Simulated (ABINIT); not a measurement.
## H3BrO (Cm): G0W0 with and without spin-orbit coupling

Aim: spinor G0W0 for H3BrO (Cm) beside the scalar-relativistic result.

Main program and level: ABINIT 10.8.3; PBEsol and many-body steps on it, plane waves.

## Step 1: Set-up

It takes space group Cm (No. 8, monoclinic). Conventional cell: a = 6.973 Å, b = 4.952 Å, c = 4.430 Å, α = 90.00°, β = 112.77°, γ = 90.00°. H has 1 O at 1.03 Å nearest. Nearest to H lie 1 O at 1.03 Å. Nearest to Br lie 3 H at 2.08 to 2.09 Å. Nearest to O lie 3 H at 1.03 Å. Farther neighbours and most contacts between anions are not listed.

The cell and positions are those that the Materials Project relaxed with its own functionals (PBE, PBE+U or r2SCAN), kept fixed.

## Step 2: Empty states on the mesh, 2×2×2 mesh, 46 bands

This step: ABINIT 10.8.3; DFT, PBEsol, plane waves, norm-conserving pseudopotentials.

The sums over transitions need many empty states on a uniform mesh; this step solves for them.

Input file run.abi:

```
acell 3*1.0 Angstrom
rprim 
  3.486419000000 -2.476209000000 0.000000000000
  3.486419000000 2.476209000000 -0.000000000000
  -1.714341000000 -0.000000000000 4.084576000000
ntypat 3
znucl 1 35 8
natom 5
typat 1 1 1 2 3
xred 
  0.314472000000 0.314472000000 0.352441000000
  0.642675000000 0.307942000000 0.680036000000
  0.307942000000 0.642675000000 0.680036000000
  0.016087000000 0.016087000000 0.988660000000
  0.460242000000 0.460242000000 0.536286000000
pp_dirpath "pseudos"
pseudos "H.upf, Br.upf, O.upf"
ecut 36
ngkpt 2 2 2
nshiftk 1
shiftk 0 0 0
kptopt 1
chksymbreak 0
iscf -2
irdden 1
istwfk *1
nband 46
nbdbuf 4
tolwfr 1e-09
nstep 60
prtvol 0
indata_prefix "in"
outdata_prefix "out"
tmpdata_prefix "tmp"
```

The run is started by

```sh
> OMP_NUM_THREADS=1 mpirun -n 8 abinit run.abi > log
```

Numbers of over 12 decimals in the logs are rounded to 6 here.

The log of the run:

```text
.Version 10.8.3 of ABINIT. v10.8.2 released Aug 2026.

 Symmetries : space group Cm (#  8); Bravais mC (1-face-center monocl.)
[... echo of the input left out ...]
== DATASET  1 ==================================================================
-   mpi_nproc: 8, omp_nthreads: 1 (-1 if OMP is not activated)
-    --> not optimal distribution: autoparal keyword recommended in input file <--

--- !DatasetInfo
iteration_state: {dtset: 1, }
dimensions: {natom: 5, nkpt: 6, mband: 46, nsppol: 1, nspinor: 1, nspden: 1, mpw: 4928, }
cutoff_energies: {ecut:  36.0, pawecutdg:  -1.0, }
[...]
0.76499    0.80730    0.81838    0.83926    0.93208    0.96753    0.97313    0.99054
   1.00002    1.05490    1.07473    1.10637    1.11347    1.11370    1.14394    1.16355
   1.18539    1.20465    1.20714    1.23838    1.24077    1.25522
 prteigrs : prtvol=0 or 1, do not print more k-points.

== END DATASET(S) ==============================================================
================================================================================

 -outvars: echo values of variables after computation  --------
            nband          46
             nkpt           6
          spgroup           8
 [... the other variables as echoed above ...]

 Calculation completed.
```

It took 6.7 s on 8 MPI ranks of Arm Neoverse V2, shared host; peak memory 0.54 GiB.

Numbers from this step:

- gap: 4.312 eV
- k of the valence top: 0, 0, 0
- k of the conduction bottom: 0, 0, 0
- least direct gap: 4.312 eV
- k points computed: 6
- lowest point of the top converged band, above the valence top: 30.81 eV

On this mesh the gap is 4.312 eV.

The density comes from a self-consistent run that is not shown.

## Step 3: Screening, 2×2×2 mesh, 42 bands, screening to 98 eV

The RPA dielectric matrix is built and inverted for each q.

This step: RPA screening on PBEsol, plane waves, norm-conserving pseudopotentials.

run.abi: that of step 2 with these lines changed.

```diff
@@ -23,10 +23,11 @@
 chksymbreak 0
-iscf -2
-irdden 1
 istwfk *1
-nband 46
-nbdbuf 4
-tolwfr 1e-09
-nstep 60
-prtvol 0
+occopt 1
+irdwfk 1
+optdriver 3
+nband 42
+ecuteps 3.6
+inclvkb 0
+awtr 1
+symchi 1
 indata_prefix "in"
```

The log of the run:

```text
.Version 10.8.3 of ABINIT. v10.8.2 released Aug 2026.

 Symmetries : space group Cm (#  8); Bravais mC (1-face-center monocl.)
[... echo of the input left out ...]
== DATASET  1 ==================================================================
-   mpi_nproc: 8, omp_nthreads: 1 (-1 if OMP is not activated)

--- !DatasetInfo
iteration_state: {dtset: 1, }
dimensions: {natom: 5, nkpt: 6, mband: 42, nsppol: 1, nspinor: 1, nspden: 1, mpw: 4928, }
cutoff_energies: {ecut:  36.0, pawecutdg:  -1.0, }
electrons: {nelect:   1.60000000E+01, charge:   0.00000000E+00, occopt:   1.00000000E+00, tsmear:   1.00000000E-02, }

 SCREENING: Calculation of the susceptibility and dielectric matrices

 Based on a program developped by R.W. Godby, V. Olevano, G. Onida, and L. Reining.
 Incorporated in ABINIT by V. Olevano, G.-M. Rignanese, and M. Torrent.
.Using double precision arithmetic ; gwpc =  8

[... cell and pseudopotentials left out ...]
--------------------------------------------------------------------------------

 ==== K-mesh for the wavefunctions ====
 Number of points in the irreducible wedge :     6
[... list of points left out ...]
 Together with  2 symmetry operations and time-reversal symmetry
 yields     8 points in the full Brillouin Zone.

 ==== Q-mesh for the screening function ====
 Number of points in the irreducible wedge :     6
[... list of points left out ...]
 Together with  2 symmetry operations and time-reversal symmetry
 yields     8 points in the full Brillouin Zone.

 setmesh: FFT mesh size selected  =    27x   27x   27
          total number of points  =        19683

 vcoul_init : cutoff-mode = AUXILIARY_FUNCTION
 q-points for optical limit:   1
     1)      0.000010    0.000020    0.000030

- screening: taking advantage of time-reversal symmetry
- Maximum band index for partially occupied states nbvw = 8
- Remaining bands to be divided among processors   nbcw = 34
- Number of bands treated by each node ~4

 Number of electrons calculated from density =   16.0000; Expected =   16.0000
 average of density, n =  0.033619
 r_s =    1.9221
 omega_plasma =   17.6866 [eV]

 calculating chi0 at frequencies [eV] :
  1    0.000000E+00    0.000000E+00
  2    0.000000E+00    1.768664E+01

--------------------------------------------------------------------------------
  q-point number  1        q = ( 0.000000, 0.000000, 0.000000) [r.l.u.]
--------------------------------------------------------------------------------
[... chi0 elements left out ...]
 For q-point:  0.000010 0.000020 0.000030
  dielectric constant =   3.0486
  dielectric constant without local fields =   3.5094

  Average fulfillment of the sum rule on Im[epsilon] for q-point    1 :     51.90  [%]
[... wings left out ...]
  q-point number  2        q = ( 0.500000, 0.000000, 0.000000) [r.l.u.]
--------------------------------------------------------------------------------
[... chi0 elements left out ...]
  Average fulfillment of the sum rule on Im[epsilon] for q-point    2 :     64.76  [%]

 [... 4 further q-points ...]
```

It took 2.4 s on 8 MPI ranks; peak memory 0.1 GiB; 18 s of CPU time.

This step gave:

| Quantity | Value |
| --- | --- |
| ε∞ with local fields, on this mesh, along the program's q direction | 3.049 |
| the same without local fields | 3.509 |
| plasma frequency | 17.69 eV |
| plane waves in the screening matrix | 159 |

Local fields lower ε∞ by 13 %. On a Γ-centred mesh this coarse the value itself is usually too large, while a short band sum pulls it down.

## Step 4: Scalar-relativistic

The self-energy is evaluated for the states that the input lists, and the levels follow from it, in one-shot runs by the linearised quasiparticle equation.

This step: G0W0 on PBEsol, plane waves, norm-conserving pseudopotentials.

run.abi: that of step 3 with these lines changed.

```diff
@@ -26,8 +26,15 @@
 irdwfk 1
-optdriver 3
+optdriver 4
 nband 42
+gwcalctyp 0
+ecutsigx 36
+symsigma 1
+nkptgw 1
+kptgw 
+  0.0000000000 0.0000000000 0.0000000000
+bdgw 
+  7 10
 ecuteps 3.6
-inclvkb 0
-awtr 1
-symchi 1
+irdscr 1
+ppmodel 1
 indata_prefix "in"
```

The log of the run:

```text
.Version 10.8.3 of ABINIT. v10.8.2 released Aug 2026.

 Symmetries : space group Cm (#  8); Bravais mC (1-face-center monocl.)
[... echo of the input left out ...]
== DATASET  1 ==================================================================
-   mpi_nproc: 8, omp_nthreads: 1 (-1 if OMP is not activated)

--- !DatasetInfo
iteration_state: {dtset: 1, }
dimensions: {natom: 5, nkpt: 6, mband: 42, nsppol: 1, nspinor: 1, nspden: 1, mpw: 4928, }
cutoff_energies: {ecut:  36.0, pawecutdg:  -1.0, }
electrons: {nelect:   1.60000000E+01, charge:   0.00000000E+00, occopt:   1.00000000E+00, tsmear:   1.00000000E-02, }

 SIGMA: Calculation of the GW corrections

 Based on a program developped by R.W. Godby, V. Olevano, G. Onida, and L. Reining.
 Incorporated in ABINIT by V. Olevano, G.-M. Rignanese, and M. Torrent.
.Using double precision arithmetic ; gwpc =  8

[... cell and pseudopotentials left out ...]
--------------------------------------------------------------------------------

 ==== K-mesh for the wavefunctions ====
 Number of points in the irreducible wedge :     6
[... list of points left out ...]
 Together with  2 symmetry operations and time-reversal symmetry
 yields     8 points in the full Brillouin Zone.

 ==== Q-mesh for screening function ====
 Number of points in the irreducible wedge :     6
[... list of points left out ...]
 Together with  2 symmetry operations and time-reversal symmetry
 yields     8 points in the full Brillouin Zone.

 vcoul_init : cutoff-mode = AUXILIARY_FUNCTION
 q-points for optical limit:   1
     1)      0.000010    0.000020    0.000030
 setmesh: FFT mesh size selected  =    45x   45x   45
          total number of points  =        91125

 Number of electrons calculated from density =   16.0000; Expected =   16.0000
 average of density, n =  0.033619
 r_s =    1.9221
 omega_plasma =   17.6866 [eV]

 === KS Band Gaps ===
  >>>> For spin  1
   Minimum direct gap =   4.3122 [eV], located at k-point      :   0.0000  0.0000  0.0000
   Fundamental gap    =   4.3122 [eV], Top of valence bands at :   0.0000  0.0000  0.0000
                                       Bottom of conduction at :   0.0000  0.0000  0.0000
 SIGMA fundamental parameters:
 PLASMON POLE MODEL  1
 number of plane-waves for SigmaX                 4873
 number of plane-waves for SigmaC and W            159
 number of plane-waves for wavefunctions          4873
 number of bands                                    42
 number of independent spin polarizations            1
 number of spinorial components                      1
 number of k-points in IBZ                           6
 number of q-points in IBZ                           6
 number of symmetry operations                       2
 number of k-points in BZ                            8
 number of q-points in BZ                            8
 number of frequencies for dSigma/dE                 9
 frequency step for dSigma/dE [eV]                0.25
 number of omega for Sigma on real axis              0
 max omega for Sigma on real axis  [eV]           0.00
 zcut for avoiding poles [eV]                     0.10

 EPSILON^-1 parameters (SCR file):
 dimension of the eps^-1 matrix on file            159
 dimension of the eps^-1 matrix used               159
 number of plane-waves for wavefunctions          4873
 number of bands                                    42
 number of q-points in IBZ                           6
 number of frequencies                               2
 number of real frequencies                          1
 number of imag frequencies                          1

 matrix elements of self-energy operator (all in [eV])

 Perturbative Calculation

--- !SelfEnergy_ee
iteration_state: {dtset: 1, }
kpoint     : [   0.000,    0.000,    0.000, ]
spin       : 1
KS_gap     :    4.312
QP_gap     :    6.472
Delta_QP_KS:    2.160
data: !SigmaeeData |
     Band     E0 <VxcDFT>   SigX SigC(E0)      Z dSigC/dE  Sig(E)    E-E0       E
        7  -2.000 -13.272 -16.773   2.395   0.820  -0.219 -14.179  -0.907  -2.907
        8  -1.510 -12.898 -16.558   2.437   0.821  -0.218 -13.902  -1.004  -2.514
        9   2.802  -8.355  -4.214  -2.789   0.855  -0.170  -7.199   1.156   3.958
       10   6.680  -6.847  -2.663  -2.805   0.860  -0.163  -5.661   1.186   7.866

== END DATASET(S) ==============================================================
================================================================================

 -outvars: echo values of variables after computation  --------
           etotal      0.0000000000E+00
            nband          42
             nkpt           6
          spgroup           8
 [... the other variables as echoed above ...]

 Calculation completed.
```

The job ended after 2.3 s (8 MPI ranks; peak memory 0.11 GiB).

Numbers from this step:

```yaml
g0w0_gap_on_the_points_computed: 6.472 eV
starting_gap_on_the_mesh: 4.312 eV
k_of_the_valence_top: 0, 0, 0
k_of_the_conduction_bottom: 0, 0, 0
z_at_the_valence_top: 0.821
z_at_the_conduction_bottom: 0.855
least_direct_g0w0_gap_on_the_computed_points: 6.472 eV
```

The gap on the mesh goes from 4.31 eV to 6.47 eV, a correction of +2.16 eV.

## Step 5: Empty states on the mesh, 2×2×2 mesh, 92 bands

This step: DFT, PBEsol with spin-orbit coupling, plane waves, norm-conserving pseudopotentials.

run.abi: that of step 4 with these lines changed.

```diff
@@ -18,2 +18,3 @@
 ecut 36
+nspinor 2
 ngkpt 2 2 2
@@ -23,18 +24,10 @@
 chksymbreak 0
+iscf -2
+irdden 1
 istwfk *1
-occopt 1
-irdwfk 1
-optdriver 4
-nband 42
-gwcalctyp 0
-ecutsigx 36
-symsigma 1
-nkptgw 1
-kptgw 
-  0.0000000000 0.0000000000 0.0000000000
-bdgw 
-  7 10
-ecuteps 3.6
-irdscr 1
-ppmodel 1
+nband 92
+nbdbuf 8
+tolwfr 1e-09
+nstep 60
+prtvol 0
 indata_prefix "in"
```

The log of the run:

```text
.Version 10.8.3 of ABINIT. v10.8.2 released Aug 2026.

 Symmetries : space group Cm (#  8); Bravais mC (1-face-center monocl.)
[... echo of the input left out ...]
== DATASET  1 ==================================================================
-   mpi_nproc: 8, omp_nthreads: 1 (-1 if OMP is not activated)
-    --> not optimal distribution: autoparal keyword recommended in input file <--

--- !DatasetInfo
iteration_state: {dtset: 1, }
dimensions: {natom: 5, nkpt: 6, mband: 92, nsppol: 1, nspinor: 2, nspden: 1, mpw: 4928, }
cutoff_energies: {ecut:  36.0, pawecutdg:  -1.0, }
[...]
1.11291    1.11291    1.11431    1.11431    1.14394    1.14394    1.16354    1.16354
   1.18537    1.18537    1.20464    1.20464    1.20713    1.20713    1.23837    1.23854
   1.24067    1.24078    1.25381    1.25543
 prteigrs : prtvol=0 or 1, do not print more k-points.

== END DATASET(S) ==============================================================
================================================================================

 -outvars: echo values of variables after computation  --------
            nband          92
             nkpt           6
          spgroup           8
 [... the other variables as echoed above ...]

 Calculation completed.
```

Run time: 32 s. Hardware: 8 MPI ranks; peak memory 0.68 GiB; 4.2 min of CPU time.

Numbers from this step:

| Quantity | Value |
| --- | --- |
| gap | 4.247 eV |
| k of the valence top | 0, 0, 0 |
| k of the conduction bottom | 0, 0, 0 |
| least direct gap | 4.247 eV |
| k points computed | 6 |
| lowest point of the top converged band, above the valence top | 30.75 eV |

On this mesh the gap is 4.247 eV.

The density comes from a self-consistent run that is not shown, made with spin-orbit coupling and fully relativistic files.

## Step 6: Screening, 2×2×2 mesh, 84 bands, screening to 98 eV

This step: RPA screening on PBEsol with spin-orbit coupling, plane waves, norm-conserving pseudopotentials.

run.abi: that of step 5 with these lines changed.

```diff
@@ -24,10 +24,11 @@
 chksymbreak 0
-iscf -2
-irdden 1
 istwfk *1
-nband 92
-nbdbuf 8
-tolwfr 1e-09
-nstep 60
-prtvol 0
+occopt 1
+irdwfk 1
+optdriver 3
+nband 84
+ecuteps 3.6
+inclvkb 0
+awtr 1
+symchi 1
 indata_prefix "in"
```

The log of the run:

```text
.Version 10.8.3 of ABINIT. v10.8.2 released Aug 2026.

 Symmetries : space group Cm (#  8); Bravais mC (1-face-center monocl.)
[... echo of the input left out ...]
== DATASET  1 ==================================================================
-   mpi_nproc: 8, omp_nthreads: 1 (-1 if OMP is not activated)

--- !DatasetInfo
iteration_state: {dtset: 1, }
dimensions: {natom: 5, nkpt: 6, mband: 84, nsppol: 1, nspinor: 2, nspden: 1, mpw: 4928, }
cutoff_energies: {ecut:  36.0, pawecutdg:  -1.0, }
electrons: {nelect:   1.60000000E+01, charge:   0.00000000E+00, occopt:   1.00000000E+00, tsmear:   1.00000000E-02, }

 SCREENING: Calculation of the susceptibility and dielectric matrices

 Based on a program developped by R.W. Godby, V. Olevano, G. Onida, and L. Reining.
 Incorporated in ABINIT by V. Olevano, G.-M. Rignanese, and M. Torrent.
.Using double precision arithmetic ; gwpc =  8

[... cell and pseudopotentials left out ...]
--------------------------------------------------------------------------------

 ==== K-mesh for the wavefunctions ====
 Number of points in the irreducible wedge :     6
[... list of points left out ...]
 Together with  2 symmetry operations and time-reversal symmetry
 yields     8 points in the full Brillouin Zone.

 ==== Q-mesh for the screening function ====
 Number of points in the irreducible wedge :     6
[... list of points left out ...]
 Together with  2 symmetry operations and time-reversal symmetry
 yields     8 points in the full Brillouin Zone.

 setmesh: FFT mesh size selected  =    27x   27x   27
          total number of points  =        19683

 vcoul_init : cutoff-mode = AUXILIARY_FUNCTION
 q-points for optical limit:   1
     1)      0.000010    0.000020    0.000030

- screening: taking advantage of time-reversal symmetry
- Maximum band index for partially occupied states nbvw = 16
- Remaining bands to be divided among processors   nbcw = 68
- Number of bands treated by each node ~8

 Number of electrons calculated from density =   16.0000; Expected =   16.0000
 average of density, n =  0.033619
 r_s =    1.9221
 omega_plasma =   17.6866 [eV]

 calculating chi0 at frequencies [eV] :
  1    0.000000E+00    0.000000E+00
  2    0.000000E+00    1.768664E+01

--------------------------------------------------------------------------------
  q-point number  1        q = ( 0.000000, 0.000000, 0.000000) [r.l.u.]
--------------------------------------------------------------------------------
[... chi0 elements left out ...]
 For q-point:  0.000010 0.000020 0.000030
  dielectric constant =   3.0567
  dielectric constant without local fields =   3.5182

  Average fulfillment of the sum rule on Im[epsilon] for q-point    1 :     51.90  [%]
[... wings left out ...]
  q-point number  2        q = ( 0.500000, 0.000000, 0.000000) [r.l.u.]
--------------------------------------------------------------------------------
[... chi0 elements left out ...]
  Average fulfillment of the sum rule on Im[epsilon] for q-point    2 :     64.76  [%]

 [... 4 further q-points ...]
```

The job ended after 6.5 s (8 MPI ranks; peak memory 1.4 GiB; 51 s of CPU time).

Numbers from this step:

* ε∞ with local fields, on this mesh, along the program's q direction: 3.057
* the same without local fields: 3.518
* plasma frequency: 17.69 eV
* plane waves in the screening matrix: 159

[end of part 1 of 2]

[Paths, hosts, dates, memory and timing lines, banners, echoed tables and standing remarks are left out of the program output.]

[Logs are printed without paths, hosts, clocks, repeated set-up lines and the standing remarks that a program may print on its own settings, such as how far it seeks lower states.]

[Runs of the session that timed out or met a known fault of the program may be left out.]

[No measured gap is set beside runs whose start may be inverted or whose files or cutoffs have a known fault.]

[Hosts, paths, dates, database ids (printed as entryN), source tags and the programs' standing remarks are cut or masked in the printed files.]

[G0W0 gaps are taken among the corrected bands and points alone; a level outside them can change the order at an edge.]

[Where Ansatz stands beside ABINIT at settings called matched, ABINIT's density can come from a denser mesh and the files from another edition; pairs whose starting gaps differed by over 0.03 eV were left out, so agreement reads better than it is.]
